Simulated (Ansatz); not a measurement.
# Preparing Rb2MgCl4 (I4/mmm) as a host crystal, part 2 of 2

Aim: the runs on the perfect crystal Rb2MgCl4 (I4/mmm) that a defect calculation needs first.

Ansatz 0.2.0; plane-wave PAW DFT, PBEsol; single point of the host's primitive cell on a dense mesh (the session's first sound run).

So far: Set-up; Primitive cell on a dense mesh; Self-consistent run.

## Step 4: Defect free supercell relaxed from displaced atoms

This step: plane-wave PAW DFT, PBEsol; relaxation of the defect-free supercell from random displacements, a test of the host's stability (Ansatz 0.2.0).

pristine.rattled/input.yaml reads:

```yaml
crystal:
  lattice:
    - [9.9318192712, 0.0, 0.0]
    - [0.0, 9.9318192712, 0.0]
    - [0.0, 0.0, 16.0392122039]
  atoms:
    - { symbol: Rb, position: [0.0, 0.0, 0.3575105816] }
    - { symbol: Rb, position: [0.25, 0.25, 0.8575105816] }
    - { symbol: Rb, position: [0.0, 0.0, 0.6424894184] }
    - { symbol: Rb, position: [0.25, 0.25, 0.1424894184] }
    - { symbol: Mg, position: [0.0, 0.0, 0.0] }
    - { symbol: Mg, position: [0.25, 0.25, 0.5] }
    - { symbol: Cl, position: [0.0, 0.0, 0.1553324957] }
    - { symbol: Cl, position: [0.25, 0.25, 0.6553324957] }
    - { symbol: Cl, position: [0.0, 0.0, 0.8446675043] }
    - { symbol: Cl, position: [0.25, 0.25, 0.3446675043] }
    - { symbol: Cl, position: [0.0, 0.25, 0.0] }
    - { symbol: Cl, position: [0.25, 0.0, 0.5] }
    - { symbol: Cl, position: [0.0, 0.25, 0.5] }
    - { symbol: Cl, position: [0.25, 0.0, 0.0] }
    - { symbol: Rb, position: [0.0, 0.5, 0.3575105816] }
    - { symbol: Rb, position: [0.25, 0.75, 0.8575105816] }
    - { symbol: Rb, position: [0.0, 0.5, 0.6424894184] }
    - { symbol: Rb, position: [0.25, 0.75, 0.1424894184] }
    - { symbol: Mg, position: [0.0, 0.5, 0.0] }
    - { symbol: Mg, position: [0.25, 0.75, 0.5] }
    - { symbol: Cl, position: [0.0, 0.5, 0.1553324957] }
    - { symbol: Cl, position: [0.25, 0.75, 0.6553324957] }
    - { symbol: Cl, position: [0.0, 0.5, 0.8446675043] }
    - { symbol: Cl, position: [0.25, 0.75, 0.3446675043] }
    - { symbol: Cl, position: [0.0, 0.75, 0.0] }
    - { symbol: Cl, position: [0.25, 0.5, 0.5] }
    - { symbol: Cl, position: [0.0, 0.75, 0.5] }
    - { symbol: Cl, position: [0.25, 0.5, 0.0] }
    - { symbol: Rb, position: [0.5, 0.0, 0.3575105816] }
    - { symbol: Rb, position: [0.75, 0.25, 0.8575105816] }
    - { symbol: Rb, position: [0.5, 0.0, 0.6424894184] }
    - { symbol: Rb, position: [0.75, 0.25, 0.1424894184] }
    - { symbol: Mg, position: [0.5, 0.0, 0.0] }
    - { symbol: Mg, position: [0.75, 0.25, 0.5] }
    - { symbol: Cl, position: [0.5, 0.0, 0.1553324957] }
    - { symbol: Cl, position: [0.75, 0.25, 0.6553324957] }
    - { symbol: Cl, position: [0.5, 0.0, 0.8446675043] }
    - { symbol: Cl, position: [0.75, 0.25, 0.3446675043] }
    - { symbol: Cl, position: [0.5, 0.25, 0.0] }
    - { symbol: Cl, position: [0.75, 0.0, 0.5] }
    - { symbol: Cl, position: [0.5, 0.25, 0.5] }
    - { symbol: Cl, position: [0.75, 0.0, 0.0] }
    - { symbol: Rb, position: [0.5, 0.5, 0.3575105816] }
    - { symbol: Rb, position: [0.75, 0.75, 0.8575105816] }
    - { symbol: Rb, position: [0.5, 0.5, 0.6424894184] }
    - { symbol: Rb, position: [0.75, 0.75, 0.1424894184] }
    - { symbol: Mg, position: [0.5, 0.5, 0.0] }
    - { symbol: Mg, position: [0.75, 0.75, 0.5] }
    - { symbol: Cl, position: [0.5, 0.5, 0.1553324957] }
    - { symbol: Cl, position: [0.75, 0.75, 0.6553324957] }
    - { symbol: Cl, position: [0.5, 0.5, 0.8446675043] }
    - { symbol: Cl, position: [0.75, 0.75, 0.3446675043] }
    - { symbol: Cl, position: [0.5, 0.75, 0.0] }
    - { symbol: Cl, position: [0.75, 0.5, 0.5] }
    - { symbol: Cl, position: [0.5, 0.75, 0.5] }
    - { symbol: Cl, position: [0.75, 0.5, 0.0] }
basis:
  ecutwfc: 420
  xc_grid: 2
hamiltonian:
  xc: pbesol
kpoints:
  mp_grid: { grid: [1, 1, 1], shift: [0.25, 0.25, 0.25] }
scf:
  occupations: { method: fermi_dirac, width: 0.01 }
  max_iter: 80
output:
  forces: true
relax:
  f_tol: 0.01
  max_steps: 120
  random_displacement: { amplitude: 0.08, seed: 870 }
checkpoint:
  write: "../pristine.rattled.run"
  compress: false
  write_wavefunctions: false
  write_every: 100000
```

Run with:

```sh
ansatz run input.yaml --threads 4 --pin off --max-ram 7536MiB --backend cpu --events-out ev --progress --plain --runs-dir out
```

Numbers of over 12 decimals in the logs are rounded to 6 here.

Log:

```text
[...]
Crystal: 56 atoms, lattice volume = 1582.124 Å³
Basis set: ecut = 420 eV, 31017 PW (Γ), exchange–correlation on 144×144×216 points (8 copies of the dense FFT grid, shifted against one another)
Bands: 280, of which v1, the nominal top of the filled ones, is band 224 counted from 1 (223 counted from 0)
Symmetry: 1 space group operations
k-points: 1
[...]
SCF iter   1: F=—  HF=-100822.865203 eV  |F-HF|=—  |Δ(HF+E_count)|=         —  Δρ=3.24e-3  dr2=2.30e-1  ethr=1.77e-3  ⟨swp⟩=8.0  Hψ=1178  notcnv=0  defer=43
[...]
SCF iter   6: F=-100822.765861 eV  HF=-100822.765860 eV  |F-HF|=8.62e-7  |Δ(HF+E_count)|=   1.20e-5  Δρ=4.80e-6  dr2=4.56e-7  ethr=5.58e-10  ⟨swp⟩=4.0  Hψ=924  notcnv=0
SCF 1 converged in 6 iterations: F = -100822.765861 eV  dr2 = 4.56e-7
[...]
relax step   1: F+E_penalty+E_count = -100822.76586094 eV  Δ(F+E_penalty+E_count) = +0.000e0 eV  max|allowed force component| = 6.995e-1 eV/Å  Δτ_max = 0.0000 Å  (6 SCF iters, dr2 threshold 2.50e-6 eV, accepted)
[... the SCF cycles and remarks between the steps are left out from here to the last step ...]
relax step   2: F+E_penalty+E_count = -100823.13259817 eV  Δ(F+E_penalty+E_count) = -3.667e-1 eV  max|allowed force component| = 3.723e-1 eV/Å  Δτ_max = 0.1075 Å  (5 SCF iters, dr2 threshold 3.06e-5 eV, accepted)
relax step   3: F+E_penalty+E_count = -100823.28971909 eV  Δ(F+E_penalty+E_count) = -1.571e-1 eV  max|allowed force component| = 1.446e-2 eV/Å  Δτ_max = 0.0881 Å  (5 SCF iters, dr2 threshold 8.66e-6 eV, accepted)
relax step   4: F+E_penalty+E_count = -100823.28972061 eV  Δ(F+E_penalty+E_count) = -1.528e-6 eV  max|allowed force component| = 1.445e-2 eV/Å  Δτ_max = 0.0000 Å  (4 SCF iters, accepted)
SCF iter   1: F=—  HF=-100823.290161 eV  |F-HF|=—  |Δ(HF+E_count)|=         —  Δρ=3.65e-4  dr2=2.59e-3  ethr=1.12e-5  ⟨swp⟩=3.0  Hψ=434  notcnv=0  defer=52
[...]
SCF iter   6: F=-100823.290818 eV  HF=-100823.290818 eV  |F-HF|=7.13e-9  |Δ(HF+E_count)|=   1.56e-7  Δρ=5.46e-7  dr2=6.59e-9  ethr=2.23e-11  ⟨swp⟩=4.0  Hψ=748  notcnv=0
SCF 5 converged in 6 iterations: F = -100823.290818 eV  dr2 = 6.59e-9
relax step   5: F+E_penalty+E_count = -100823.29081843 eV  Δ(F+E_penalty+E_count) = -1.098e-3 eV  max|allowed force component| = 1.354e-3 eV/Å  Δτ_max = 0.0139 Å  (6 SCF iters, accepted)
SCF converged after 6 iterations
Free energy (F): -100823.290818 eV
[...]
Internal energy: -100823.290818 eV  (E = F + TS)
E sigma→0 (E₀):  -100823.290818 eV
Fermi energy:    4.671274 eV
[...]
--- Forces (eV/Å), atoms counted from 1 ---
  atom   1  Rb     0.00024346    -0.00033022    -0.00023366
  atom   2  Rb     0.00078447     0.00080102    -0.00052411
  atom   3  Rb    -0.00045952    -0.00059614     0.00062660
  atom   4  Rb    -0.00014032    -0.00034986     0.00085616
  atom   5  Mg     0.00013819    -0.00028210    -0.00028248
  atom   6  Mg    -0.00012532     0.00026754     0.00048289
  atom   7  Cl     0.00004973    -0.00028734    -0.00003894
  atom   8  Cl    -0.00098719     0.00060195    -0.00074416
  atom   9  Cl     0.00021088    -0.00075486     0.00077339
  atom  10  Cl     0.00084886     0.00028755     0.00037869
  atom  11  Cl    -0.00035710    -0.00057448    -0.00047054
  atom  12  Cl    -0.00048424     0.00040033     0.00013690
  atom  13  Cl    -0.00020555    -0.00004856    -0.00051512
  atom  14  Cl     0.00027770     0.00035008    -0.00015230
  atom  15  Rb     0.00000189     0.00020409    -0.00046663
  atom  16  Rb    -0.00022213    -0.00000803    -0.00049697
  atom  17  Rb    -0.00062018     0.00019376     0.00000995
  atom  18  Rb     0.00002239     0.00041159     0.00043114
  atom  19  Mg     0.00039657    -0.00020113     0.00014226
  atom  20  Mg    -0.00005932     0.00050664     0.00008302
  atom  21  Cl     0.00095689    -0.00090970    -0.00038924
  atom  22  Cl     0.00000223    -0.00017396    -0.00135421
  atom  23  Cl     0.00034112     0.00005045     0.00090735
  atom  24  Cl    -0.00023161     0.00036591     0.00037346
  atom  25  Cl     0.00052746     0.00009521     0.00083925
  atom  26  Cl    -0.00068275     0.00025050    -0.00070365
  atom  27  Cl    -0.00033689    -0.00019463    -0.00024665
  atom  28  Cl     0.00023242    -0.00045645    -0.00003149
  atom  29  Rb     0.00062051     0.00052253    -0.00052294
  atom  30  Rb     0.00041334     0.00034999    -0.00044216
  atom  31  Rb    -0.00045773     0.00031362     0.00013384
  atom  32  Rb     0.00032469     0.00014260     0.00076773
  atom  33  Mg    -0.00007705     0.00032731     0.00013477
  atom  34  Mg    -0.00032809    -0.00014246     0.00038424
  atom  35  Cl    -0.00035880    -0.00054549    -0.00046341
  atom  36  Cl     0.00015912    -0.00026186    -0.00090220
  atom  37  Cl    -0.00018852     0.00031079     0.00071577
  atom  38  Cl    -0.00115062    -0.00073329     0.00058708
  atom  39  Cl     0.00078542     0.00007991     0.00041907
  atom  40  Cl     0.00031515     0.00003860    -0.00000326
[...]
atom  45  Rb    -0.00044064     0.00100609     0.00034814
  atom  46  Rb    -0.00047077     0.00007884     0.00046092
  atom  47  Mg     0.00023784     0.00007952    -0.00001673
  atom  48  Mg    -0.00033495    -0.00033473    -0.00007414
  atom  49  Cl     0.00011822     0.00065631    -0.00002093
  atom  50  Cl    -0.00011202    -0.00073907    -0.00109552
  atom  51  Cl     0.00111643    -0.00068437     0.00093064
  atom  52  Cl     0.00019274    -0.00055403     0.00016515
  atom  53  Cl    -0.00034669    -0.00018919    -0.00040422
  atom  54  Cl     0.00011922    -0.00007941    -0.00074581
  atom  55  Cl    -0.00002386     0.00014858    -0.00048109
  atom  56  Cl     0.00072691     0.00063034     0.00067622
  max |Σ_I F_I| component: 8.93e-6 eV/Å
--- Relaxed structure (5 steps of the walk, 5 accepted, 0 SCFs on fresh bases) ---
  F+E_penalty+E_count = -100823.29081843 eV   max|allowed force component| = 1.354e-3 eV/Å
  atoms:
    - { symbol: Rb, position: [0.000121, -0.000185, 0.357656] }
    - { symbol: Rb, position: [0.249596, 0.249691, 0.857663] }
    - { symbol: Rb, position: [0.000212, -0.000313, 0.642489] }
    - { symbol: Rb, position: [0.249825, 0.249785, 0.142477] }
    - { symbol: Mg, position: [-0.000255, -0.000192, 6.887982245249157e-5] }
    - { symbol: Mg, position: [0.250218, 0.249636, 0.500064] }
    - { symbol: Cl, position: [-0.000247, -0.000389, 0.155382] }
    - { symbol: Cl, position: [0.250471, 0.249509, 0.655396] }
    - { symbol: Cl, position: [-0.000225, 7.613105929532658e-5, 0.844746] }
    - { symbol: Cl, position: [0.249911, 0.249715, 0.344750] }
    - { symbol: Cl, position: [-0.000188, 0.249816, 0.000227] }
    - { symbol: Cl, position: [0.250219, -0.000360, 0.500018] }
    - { symbol: Cl, position: [0.000216, 0.249703, 0.500265] }
    - { symbol: Cl, position: [0.249742, -0.000348, 9.05821547910146e-5] }
    - { symbol: Rb, position: [0.000180, 0.499645, 0.357688] }
    - { symbol: Rb, position: [0.249885, 0.749763, 0.857666] }
    - { symbol: Rb, position: [0.000237, 0.499746, 0.642531] }
    - { symbol: Rb, position: [0.249648, 0.749712, 0.142496] }
    - { symbol: Mg, position: [-0.000335, 0.499808, 4.9458455615476594e-5] }
    - { symbol: Mg, position: [0.250194, 0.749633, 0.500104] }
    - { symbol: Cl, position: [-0.000478, 0.500065, 0.155376] }
    - { symbol: Cl, position: [0.250046, 0.749718, 0.655428] }
    - { symbol: Cl, position: [-0.000235, 0.499603, 0.844732] }
    - { symbol: Cl, position: [0.250305, 0.749558, 0.344773] }
    - { symbol: Cl, position: [-0.000389, 0.749798, -0.000120] }
    - { symbol: Cl, position: [0.250253, 0.499640, 0.500159] }
    - { symbol: Cl, position: [0.000199, 0.749707, 0.500026] }
    - { symbol: Cl, position: [0.249674, 0.499876, 0.000128] }
    - { symbol: Rb, position: [0.500105, -0.000441, 0.357651] }
    - { symbol: Rb, position: [0.749784, 0.249695, 0.857647] }
    - { symbol: Rb, position: [0.500185, -0.000304, 0.642493] }
    - { symbol: Rb, position: [0.749630, 0.249770, 0.142464] }
    - { symbol: Mg, position: [0.499754, -0.000256, 7.52825241573438e-5] }
    - { symbol: Mg, position: [0.750218, 0.249736, 0.500072] }
    - { symbol: Cl, position: [0.499799, -3.775681228531801e-5, 0.155397] }
    - { symbol: Cl, position: [0.749955, 0.249696, 0.655405] }
    - { symbol: Cl, position: [0.499794, -0.000452, 0.844756] }
    - { symbol: Cl, position: [0.750512, 0.249875, 0.344753] }
    - { symbol: Cl, position: [0.499575, 0.249746, -9.439349812378869e-5] }
    - { symbol: Cl, position: [0.750174, -0.000262, 0.500047] }
    - { symbol: Cl, position: [0.500220, 0.249654, 0.499872] }
    - { symbol: Cl, position: [0.749755, -0.000136, 6.686206321364017e-5] }
    - { symbol: Rb, position: [0.500276, 0.499810, 0.357665] }
    - { symbol: Rb, position: [0.749622, 0.749768, 0.857641] }
    - { symbol: Rb, position: [0.500197, 0.499475, 0.642503] }
    - { symbol: Rb, position: [0.749903, 0.749710, 0.142481] }
    - { symbol: Mg, position: [0.499669, 0.499749, 5.338064785282328e-5] }
    - { symbol: Mg, position: [0.750199, 0.749745, 0.500112] }
    - { symbol: Cl, position: [0.499764, 0.499498, 0.155376] }
    - { symbol: Cl, position: [0.750280, 0.749837, 0.655428] }
    - { symbol: Cl, position: [0.499530, 0.499996, 0.844736] }
    - { symbol: Cl, position: [0.750055, 0.749749, 0.344784] }
    - { symbol: Cl, position: [0.499831, 0.749757, 0.000240] }
    - { symbol: Cl, position: [0.750213, 0.499738, 0.500161] }
    - { symbol: Cl, position: [0.500192, 0.749655, 0.500198] }
    - { symbol: Cl, position: [0.749661, 0.499640, -4.280790235613438e-5] }
```

Elapsed: 2.1 min, on 4 threads of Arm Neoverse N1, shared host; peak memory 2.3 GiB.

Step by step:

```tsv
step	energy less that of the first step (eV)	largest force component (eV/Å)
1	0.0000	0.6996
2	-0.3667	0.3723
3	-0.5239	0.0145
4	-0.5239	0.0144
5	-0.5250	0.0014
```

The relaxation ends 9.4 meV an atom lower than the displaced start, with a largest force component of 0.0014 eV/Å.

## Step 5: Outcome

```
symmetric supercell less the displaced and relaxed one               : 0.000 eV
energy an atom at one point at (¼, ¼, ¼) less that on the dense mesh : 0.000 eV
```

What this shows: Step 4: The energy fell by 0.525 eV from the randomly displaced start; against the sites as typed, Cl38 ends farthest off, by 0.01 Å, once the mean shift is taken out. The displaced cell ends within 0.01 eV of the symmetric one, so no lower structure shows in this supercell. All at zero temperature.

[Logs are printed without paths, hosts, clocks, repeated set-up lines and the standing remarks that a program may print on its own settings, such as how far it seeks lower states.]

[Hosts, paths, dates, database ids (printed as entryN), source tags and the programs' standing remarks are cut or masked in the printed files.]

[Runs of the host that timed out are not shown.]

[For some hosts the program warned that the k-mesh of the response run may be too coarse for force constants and the static dielectric constant; such warnings are not always shown.]
